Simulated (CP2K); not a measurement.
Hydroxyacetonitrile has these distinct C atoms: C2 (bonded to C and N) and C3 (bonded to C, O and 2 H).

```xyz
7

N     2.1833   -0.5623    0.1229
C     1.1284   -0.0757    0.0548
C    -0.2459    0.4361   -0.0253
O    -1.1571   -0.5694   -0.4718
H    -0.2949    1.2471   -0.7643
H    -0.5309    0.8569    0.9548
H    -1.0829   -1.3326    0.1289
```

Their partial C K spectra (CP2K XAS_TDP, all-electron GAPW, PBEh(45%), aug-cc-pVDZ, TDA, GW2X-corrected core level, no relativity) are given in random order, each times the number of alike atoms.

Gaussian full width 0.5 eV, oscillator strength per eV, alike atoms added, rows of zeros left out:

```
E (eV)  curve 1  curve 2
288.50    0.009    0.000
288.75    0.061    0.000
289.00    0.134    0.000
289.25    0.138    0.000
289.50    0.062    0.000
289.75    0.009    0.000
291.25    0.000    0.005
291.50    0.001    0.030
291.75    0.002    0.040
292.00    0.002    0.014
292.25    0.001    0.001
292.50    0.003    0.003
292.75    0.009    0.017
293.00    0.007    0.024
293.25    0.003    0.011
293.50    0.003    0.010
293.75    0.004    0.033
294.00    0.007    0.055
294.25    0.015    0.047
294.50    0.018    0.021
294.75    0.014    0.037
295.00    0.007    0.042
295.25    0.002    0.016
295.50    0.001    0.011
295.75    0.003    0.021
296.00    0.006    0.054
296.25    0.008    0.082
296.50    0.009    0.062
296.75    0.011    0.052
297.00    0.007    0.026
297.25    0.004    0.008
297.50    0.004    0.006
297.75    0.005    0.008
298.00    0.008    0.004
298.25    0.007    0.001
298.50    0.003    0.001
298.75    0.002    0.002
299.00    0.004    0.006
299.25    0.004    0.010
299.50    0.003    0.009
299.75    0.009    0.004
300.00    0.016    0.002
300.25    0.008    0.003
300.50    0.004    0.002
300.75    0.003    0.003
301.00    0.003    0.017
301.25    0.001    0.036
301.50    0.000    0.023
301.75    0.003    0.005
302.00    0.014    0.008
302.25    0.028    0.018
```

Question: Which curve belongs to which atom?

Curve 1: C2 (bonded to C and N), leading line at 288.96 eV (f = 0.048 an atom), ionisation energy 294.25 eV, term value 5.29 eV. Curve 2: C3 (bonded to C, O and 2 H), leading line at 291.68 eV (f = 0.023 an atom), ionisation energy 295.56 eV, term value 3.88 eV. The leading line of an atom is its first one with 35 % of the strongest within 2.5 eV of its lowest line over the strength cut. A line lies at the core ionisation energy, which rises as an atom loses charge to its neighbours or to a π system, less the term value, which is large for a low π* or σ* orbital with weight on that atom.

[Banner, clock and machine lines of the logs are left out without a mark of their own.]

[Logs are printed without paths, hosts, clocks, repeated set-up lines and the standing remarks that a program may print on its own settings, such as how far it seeks lower states.]

[Hosts, paths, dates, database ids (printed as entryN), source tags and the programs' standing remarks are cut or masked in the printed files.]
